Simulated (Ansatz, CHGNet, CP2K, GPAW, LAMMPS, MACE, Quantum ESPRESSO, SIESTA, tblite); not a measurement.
**GPAW runs on amorphous 43Bi2O3-57BaO (mol %) (99 atoms)**

Wanted: GPAW inputs and outputs for amorphous 43Bi2O3-57BaO (mol %) (99 atoms), checked against a plane-wave reference.

Calculated with GPAW 26.7.0; the method is named at each step.

### Step 1. The structure

The cell holds 99 atoms: 26 Bi, 17 Ba and 56 O. Cell: a = 11.971 Å, b = 11.971 Å, c = 11.971 Å, α = 90.0°, β = 90.0°, γ = 90.0°. 99 atoms (26 Gd, 17 Ba, 56 O) placed at random at 7.52 g/cm³, melted at 5000 K for 10 ps at fixed volume with the Morse and Coulomb pair potential with partial charges (Pedone, Malavasi, Menziani, Cormack and Segre, J. Phys. Chem. B 110, 11780 (2006)). Quenched from 5000 K to 300 K at 50 K/ps and fixed volume, held 5 ps, then minimised at fixed cell. Then Gd was replaced by Bi and the cell scaled by 1.02 (the potential has no terms for the new elements, so the cell is a start for a DFT relaxation).

The yardstick, on the same geometry:

| Item | Value |
| --- | --- |
| method | Kohn-Sham DFT, PBE, PAW, plane waves (Ansatz 0.2.0); cutoff 420 eV, Γ point, fermi-dirac smearing of 0.05 eV; PAW set soft_2 |
| r.m.s. force component | 0.5622 eV/Å |
| longest force | 2.587 eV/Å |
| pressure | 7.369 GPa |
| gap (highest filled to lowest empty level) | 1.233 eV |
| SCF cycles | 12 |
| time | 55 s on 4 threads of Arm Neoverse V1, shared host |
| CPU time | 3.6 min |

### Step 2. PBE, LCAO dzp, h 0.18 Å

Method: Kohn-Sham DFT, PBE, PAW, atomic orbitals (dzp).

run.py

```python
import numpy as np
from ase.io import read
from gpaw import GPAW, FermiDirac

atoms = read("structure.xyz")
atoms.calc = GPAW(
    mode="lcao",
    basis="dzp",
    h=0.18,
    xc="PBE",
    kpts={"size": (1, 1, 1), "gamma": True},
    occupations=FermiDirac(0.05),
    maxiter=200,
    symmetry={"point_group": False},
    txt="gpaw.txt",
)
energy = atoms.get_potential_energy(force_consistent=True)
forces = atoms.get_forces()
print(f"energy {energy:.6f} eV")
print("forces (eV/A)")
for i, (a, f) in enumerate(zip(atoms, forces)):
    print(f"{i:4d} {a.symbol:2s} {f[0]:10.5f} {f[1]:10.5f} {f[2]:10.5f}")
print(f"Fermi level {atoms.calc.get_fermi_level():.4f} eV")
for k in range(len(atoms.calc.get_ibz_k_points())):
    for s in range(atoms.calc.get_number_of_spins()):
        e = atoms.calc.get_eigenvalues(kpt=k, spin=s)
        n = np.searchsorted(e, atoms.calc.get_fermi_level())
        print(f"k {k} spin {s} levels about the Fermi level:", np.round(e[max(n - 6, 0):n], 4).tolist(), "|", np.round(e[n:n + 6], 4).tolist())
```

structure.xyz

```xyz
99
Lattice="11.97103 0.00000 0.00000 0.00000 11.97103 0.00000 0.00000 0.00000 11.97103" Properties=species:S:1:pos:R:3 pbc="T T T"
Bi 2.96810 3.21721 8.34333
Bi 10.48926 11.92542 3.99832
Bi 1.25025 0.44891 9.40205
Bi 1.12959 2.90226 4.53439
Bi 10.04537 10.89579 8.48124
Bi 1.09691 11.35165 6.08787
Bi 9.78787 2.70940 2.17609
Bi 7.48441 2.88095 4.77644
Bi 7.87251 8.91195 10.82265
Bi 7.12647 8.79907 7.70731
Bi 4.61615 1.30891 3.12228
Bi 1.69749 8.42066 3.78428
Bi 2.14988 2.51344 0.55234
Bi 10.93350 2.62836 7.39367
Bi 10.39301 5.37619 4.62573
Bi 7.45939 6.71479 4.94416
Bi 5.56162 11.44909 9.41773
Bi 5.30412 2.78817 11.76668
Bi 10.87616 11.81337 0.30035
Bi 7.32340 0.17490 1.19363
Bi 4.20447 0.86419 6.53115
Bi 10.04884 6.54372 8.45622
Bi 6.97384 5.05297 1.88113
Bi 4.41719 5.51398 5.95750
Bi 8.51116 5.47902 10.91830
Bi 1.39522 5.93033 6.40773
Ba 1.81517 11.65547 2.36105
Ba 0.36907 8.71347 10.25678
Ba 3.30317 8.86383 8.22122
Ba 11.07883 5.93224 1.54307
Ba 1.46669 5.65679 10.26659
Ba 3.55815 10.38080 0.06584
Ba 7.09212 4.40917 7.87933
Ba 10.84204 8.78865 1.57228
Ba 7.50332 11.77399 5.73879
Ba 2.72449 5.39091 2.40606
Ba 4.74532 7.79123 0.97277
Ba 11.00257 3.13198 10.97923
Ba 7.48022 9.10361 2.67684
Ba 8.13850 1.81672 9.50500
Ba 4.75453 9.39139 4.84659
Ba 5.07428 6.22972 10.08033
Ba 10.61603 8.62094 5.74669
O 0.26971 6.97061 8.03998
O 8.54181 4.47022 3.57886
O 9.36984 10.92201 2.07673
O 3.28677 5.58269 8.02322
O 11.74047 4.30203 6.12677
O 3.34375 3.27551 10.63949
O 9.07320 4.34261 0.74460
O 8.67912 2.45334 6.71647
O 7.55827 8.98713 5.43868
O 1.21063 7.48932 1.75064
O 0.40821 10.61447 8.26983
O 6.24373 0.81930 11.10995
O 2.18507 1.12815 7.45699
[... 39 atom lines left out ...]
O 11.49602 1.09762 2.21703
O 2.77225 3.88316 5.86724
O 2.08128 9.33513 5.89932
O 9.13725 6.17011 6.37182
```

Command:

```console
$ OMP_NUM_THREADS=1 python run.py > output.txt
```

The log of the run:

```text
energy -529.710448 eV
forces (eV/A)
   0 Bi    0.17157    0.07597   -0.22966
   1 Bi    0.23734    0.11172   -0.20435
   2 Bi    0.29893   -0.11573   -0.61429
   3 Bi    0.40667   -0.05733    0.00073
   4 Bi   -0.25362    0.15561    0.09769
   5 Bi    0.46864   -0.25248   -0.08930
   6 Bi   -0.27791   -0.44156    0.42390
   7 Bi    0.26148    0.85942    0.01311
   8 Bi    0.48258    0.24547    0.54968
   9 Bi    0.47307   -0.40487   -0.25369
  10 Bi    0.64506    0.45866   -0.13417
  11 Bi   -0.30462   -0.01329   -0.18210
  12 Bi   -0.15572    0.00587   -0.43727
  13 Bi    0.12936   -0.00652   -0.11542
  14 Bi   -0.09692   -0.32456    0.70826
  15 Bi    0.12579   -0.23526    0.14185
  16 Bi    0.00379    0.30512   -0.69224
  17 Bi    0.22293    0.24765    0.15556
  18 Bi   -0.44322    0.24392   -0.63090
  19 Bi    0.08073    0.40284   -0.15769
  20 Bi    0.37521    0.13721    0.31654
  21 Bi    0.15303   -0.09667   -0.22554
  22 Bi   -0.26776   -0.13410    0.00239
  23 Bi   -0.20728   -0.33611    0.23559
[...]
91 O    -0.91353    1.53587   -0.28255
  92 O    -1.16189    0.36210   -1.15450
  93 O    -0.39506    0.48820    1.11390
  94 O     0.38095   -0.55440    0.26199
  95 O     0.82958   -0.31216    0.19419
  96 O    -0.47886   -0.34514    0.04444
  97 O     0.96669   -0.29699    0.82872
  98 O    -0.00927    0.10876    1.04930
Fermi level 8.7351 eV
k 0 spin 0 levels about the Fermi level: [7.5838, 7.781, 7.8185, 7.8393, 7.9148, 8.1463] | [9.3263, 9.4697, 9.5778, 9.6698, 9.7784, 9.8423]
```

gpaw.txt:

```text
Input parameters:
  mode=LCAO(),
  basis={'default': 'dzp'},
  h=0.18,
  kpts=MonkhorstPack(size=(1, 1, 1), gamma=True),
  maxiter=200,
  occupations=Occupations(name='fermi-dirac', width=0.05, fixmagmom=False),
  symmetry=Symmetry(point_group=False),
  xc=XC(name='PBE')
Unit cell  # Å
| periodic |         x |         y |         z |   lengths |    angles |
|----------|-----------|-----------|-----------|-----------|-----------|
|      yes | 11.971030 |  0.000000 |  0.000000 | 11.971030 | 90.000000 |
|      yes |  0.000000 | 11.971030 |  0.000000 | 11.971030 | 90.000000 |
|      yes |  0.000000 |  0.000000 | 11.971030 | 11.971030 | 90.000000 |
Number of symmetries: 1
Symmetry operations  # r_c * U_cc + t_c -> r_c
|   | kind |            matrix            |
|---|------|------------------------------|
| 0 |  E   |  1, 0, 0,  0, 1, 0,  0, 0, 1 |
BZ-sampling:
  Number of BZ points: 1
  Number of IBZ points: 1
  Monkhorst-Pack size: [1, 1, 1]
  Monkhorst-Pack shift: [0, 0, 0]
[... lines left out ...]
  Fermi-Dirac:
    width: 0.0500  # eV
FastPoissonSolver using
    Stencil: 6*3+1=19 point O(h^6) finite-difference Laplacian
xc functional:
  name: PBE with 2 nearest neighbor stencil
interpolation: tri-quintic # 5. degree polynomial
Initialization done in: 20.497 s
convergence criteria:
- Maximum [total energy] change in last 3 cyles: 0.0005 eV / valence electron
- Maximum integral of absolute [dens]ity change: 0.0001 electrons / valence electron
- Maximum integral of absolute [eigenst]ate change: 4e-08 eV^2 / valence electron
maximum number of iterations: 200
SCF iterations
|iter     |      energy | eigst |  dens |
|---------|-------------|-------|-------|
|iter:   1| -609.376886 |      c|       |
|iter:   2| -585.485817 |      c| -0.96 |
|iter:   3| -531.455054 |      c| -1.03 |
|iter:   4| -530.203661 |      c| -1.55 |
|iter:   5| -530.274591 |      c| -1.77 |
|iter:   6| -529.725870 |      c| -2.09 |
|iter:   7| -529.720045 |      c| -2.67 |
|iter:   8| -529.710921c|      c| -2.88 |
|iter:   9| -529.710829c|      c| -3.23 |
|iter:  10| -529.710446c|      c| -3.62 |
|iter:  11| -529.710445c|      c| -3.95 |
|iter:  12| -529.710438c|      c| -4.22c|
Converged in 12 steps
SCF loop duration: 740.766 s (61.731 s/step)
Energy contributions relative to reference atoms: (reference = -19082069.008319)
Energy contributions:
  Kinetic:        1300.891574
  Coulomb:       -1163.721456
  Zero:              8.720587
  External:          0.000000
  Xc:             -675.601132
  Entropy:          -0.000020
  Spinorbit:         0.000000
  ----------------------------
  Free energy:    -529.710448
  Extrapolated:   -529.710438
dipole moment: (-32.465554, 148.888220, -139.999735)  # |e|*Ang
Fermi level: 8.735
Eigenvalues  # (at kpt = [0.000, 0.000, 0.000])
| band index |      eig [eV] | occ [0-2] |
|------------|---------------|-----------|
|          0 |       -20.224 |     2.000 |
|        ... |               |           |
|        440 |         7.506 |     2.000 |
|        441 |         7.544 |     2.000 |
[...]
|        455 |         9.999 |     0.000 |
|        ... |               |           |
|        541 |        13.411 |     0.000 |
Gap: 1.180 eV
Transition (v -> c):
  (s=0, k=0, n=447, [0.00, 0.00, 0.00]) -> (s=0, k=0, n=448, [0.00, 0.00, 0.00])
No difference between direct/indirect transitions
Force computation time: 149.811  # s
timing:  # [seconds]
  Total:  911.110  # ━━━━━━━━━━━━━━━━━━━━━━━━━━━━━━━━━━━━━━━━━━━━━━━━━━━━━━━━
  Init:    20.496  # ━╸
  SCF:    740.766  # ━━━━━━━━━━━━━━━━━━━━━━━━━━━━━━━━━━━━━━━━━━━━━╸
  Forces: 149.811  # ━━━━━━━━━
```

Wall time 15 min (1 thread of Arm Neoverse V1, shared host); peak memory 3.1 GiB.

Banners, paths, timers and routine set-up lines are dropped from the logs unmarked, and long logs keep their key lines alone; longer cuts are marked.

Against the reference:

| Property | Result |
| --- | --- |
| r.m.s. force component | 0.6238 eV/Å |
| r.m.s. difference of force components | 99.31 meV/Å |
| longest difference of force vectors | 367.8 meV/Å |
| force difference over r.m.s. force | 17.67 % |
| slope of forces against the reference's | 1.1 |
| correlation of force components | 0.9913 |
| gap (highest filled to lowest empty level) | 1.18 eV |
| gap difference | -0.0529 eV |

Length of the force difference by element (eV/Å):

```
element  atoms  mean  most
     Ba     17  0.14  0.37
     Bi     26  0.13  0.27
      O     56  0.17  0.33
```

Levels nearest the highest filled one (eV from it): -0.56, -0.37, -0.33, -0.31, -0.23, 0.00, 1.18, 1.32, 1.43, 1.52, 1.63, 1.70.

Local excerpt of 9 atoms (numbers count through the whole input) about Ba30, which bears the longest force; x, y, z are measured from there.

```
atom      x      y      z  distance (Å)  bonds     Fx     Fy  Fz (eV/Å)
Ba30   0.00   0.00   0.00          0.00      6   0.49  -2.85      -0.52
 O53   2.10   1.56   0.21          2.62      4  -0.30  -0.67      -0.40
 O92   1.83  -1.61  -1.06          2.65      5  -0.91   1.54      -0.28
 O50  -2.01  -1.59  -0.80          2.68      5   0.60   0.11       0.40
 O84   0.39  -2.02   1.72          2.68      4   0.48   0.16      -0.78
 O83  -0.56   0.76  -2.65          2.81      5   1.52   0.54       0.76
 O61  -1.68   1.33   1.90          2.86      6   0.31   0.96      -0.41
Ba34  -0.24   2.86   0.03          2.87      6   0.06   2.83       0.24
Bi15  -0.69  -0.56   3.08          3.21      6  -0.10  -0.32       0.71
```

Atoms are counted from 1 here, from 0 in the log.

Forces lie 18 % from the reference's, at 4.3 times its CPU time (on 1 against 4 cores).

### Step 3. PBE, LCAO dzp, h 0.18 Å, other mixer settings

Method: Kohn-Sham DFT, PBE, PAW, atomic orbitals (dzp).

run.py: that of step 2 with these lines changed.

```diff
@@ -2,3 +2,4 @@
 from ase.io import read
-from gpaw import GPAW, FermiDirac
+from gpaw import GPAW, FermiDirac, Mixer
+from ase.parallel import parprint as print
 
@@ -12,2 +13,3 @@
     occupations=FermiDirac(0.05),
+    mixer=Mixer(0.1, 5, 50),
     maxiter=200,
```

structure.xyz is that of step 2.

Command:

```console
$ OMP_NUM_THREADS=1 mpirun -np 2 gpaw python run.py > output.txt
```

The log of the run:

```text
energy -529.710432 eV
forces (eV/A)
   0 Bi    0.17208    0.07963   -0.22610
   1 Bi    0.23758    0.10900   -0.20600
   2 Bi    0.29614   -0.12127   -0.61668
   3 Bi    0.40281   -0.05712    0.00019
   4 Bi   -0.25082    0.15880    0.09490
   5 Bi    0.46910   -0.25104   -0.08989
   6 Bi   -0.27158   -0.44457    0.42851
   7 Bi    0.26262    0.86101    0.01710
   8 Bi    0.47683    0.24573    0.55188
   9 Bi    0.47111   -0.40582   -0.25354
  10 Bi    0.64625    0.45143   -0.13191
  11 Bi   -0.30482   -0.01220   -0.18584
  12 Bi   -0.15590    0.00722   -0.43925
  13 Bi    0.12674   -0.00215   -0.11055
  14 Bi   -0.09326   -0.32514    0.71087
  15 Bi    0.12347   -0.23275    0.14202
  16 Bi    0.00402    0.29921   -0.69816
  17 Bi    0.21965    0.24885    0.15380
  18 Bi   -0.43960    0.24390   -0.63009
  19 Bi    0.07703    0.39647   -0.15599
  20 Bi    0.37551    0.13504    0.31208
  21 Bi    0.15208   -0.10057   -0.22205
  22 Bi   -0.26722   -0.13392    0.00135
  23 Bi   -0.20948   -0.33157    0.24333
[...]
91 O    -0.91047    1.53458   -0.28280
  92 O    -1.15935    0.36321   -1.15386
  93 O    -0.39449    0.48757    1.11435
  94 O     0.38022   -0.55210    0.26276
  95 O     0.82810   -0.30975    0.19216
  96 O    -0.47827   -0.34563    0.04452
  97 O     0.96444   -0.29440    0.82953
  98 O    -0.00830    0.10959    1.04774
Fermi level 8.7347 eV
k 0 spin 0 levels about the Fermi level: [7.5835, 7.7809, 7.8183, 7.839, 7.9145, 8.1461] | [9.3258, 9.4693, 9.5774, 9.6695, 9.7782, 9.842]
```

gpaw.txt:

```text
Input parameters:
  mode=LCAO(),
  basis={'default': 'dzp'},
  h=0.18,
  kpts=MonkhorstPack(size=(1, 1, 1), gamma=True),
  maxiter=200,
  mixer=Pulay(name='pulay', nmaxold=5, beta=0.1, weight=50, sigma=0.015, g_ss=None),
  occupations=Occupations(name='fermi-dirac', width=0.05, fixmagmom=False),
  symmetry=Symmetry(point_group=False),
  xc=XC(name='PBE')
Unit cell  # Å
[... lines left out ...]
  Fermi-Dirac:
[... lines left out ...]
convergence criteria:
- Maximum [total energy] change in last 3 cyles: 0.0005 eV / valence electron
[... lines left out ...]
Converged in 15 steps
[... lines left out ...]
  Coulomb:       -1163.283468
  Zero:              8.990524
  External:          0.000000
  Xc:             -675.524845
  Entropy:          -0.000020
  Spinorbit:         0.000000
  ----------------------------
  Free energy:    -529.710432
  Extrapolated:   -529.710422
dipole moment: (-32.464734, 148.887539, -140.000801)  # |e|*Ang
Fermi level: 8.735
Eigenvalues  # (at kpt = [0.000, 0.000, 0.000])
| band index |      eig [eV] | occ [0-2] |
|------------|---------------|-----------|
|          0 |       -20.224 |     2.000 |
|        ... |               |           |
|        440 |         7.506 |     2.000 |
|        441 |         7.544 |     2.000 |
[...]
|        455 |         9.999 |     0.000 |
|        ... |               |           |
|        541 |        13.411 |     0.000 |
Gap: 1.180 eV
Transition (v -> c):
  (s=0, k=0, n=447, [0.00, 0.00, 0.00]) -> (s=0, k=0, n=448, [0.00, 0.00, 0.00])
No difference between direct/indirect transitions
Force computation time: 74.812  # s
```

The job ended after 9.8 min (2 MPI ranks; peak memory 3.5 GiB; 20 min of CPU time).

Compared with the plane-wave run:

```
r.m.s. force component                           : 0.6229 eV/Å
r.m.s. difference of force components            : 98.08 meV/Å
longest difference of force vectors              : 365.9 meV/Å
force difference over r.m.s. force               : 17.45 %
slope of forces against the reference's          : 1.099
correlation of force components                  : 0.9915
gap (highest filled to lowest empty level) : 1.18 eV
gap difference                                   : -0.0532 eV
energy less the same-level run's                 : 0.0002 meV/atom
r.m.s. force difference from the same-level run  : 2.464 meV/Å
```

Against the first run (18 %), the force difference from the reference is 17 %, at 1.3 times the CPU time (on 2 against 1 cores): another solver or mixer reaches the same state.

(Continued in part 2 of 2.)

[Also dropped from logs without a mark: logging warnings of Python, and SIESTA's first energy breakdown and zero terms.]

[Logs are printed without paths, hosts, clocks, repeated set-up lines and the standing remarks that a program may print on its own settings, such as how far it seeks lower states.]

[Hosts, paths, dates, database ids (printed as entryN), source tags and the programs' standing remarks are cut or masked in the printed files.]
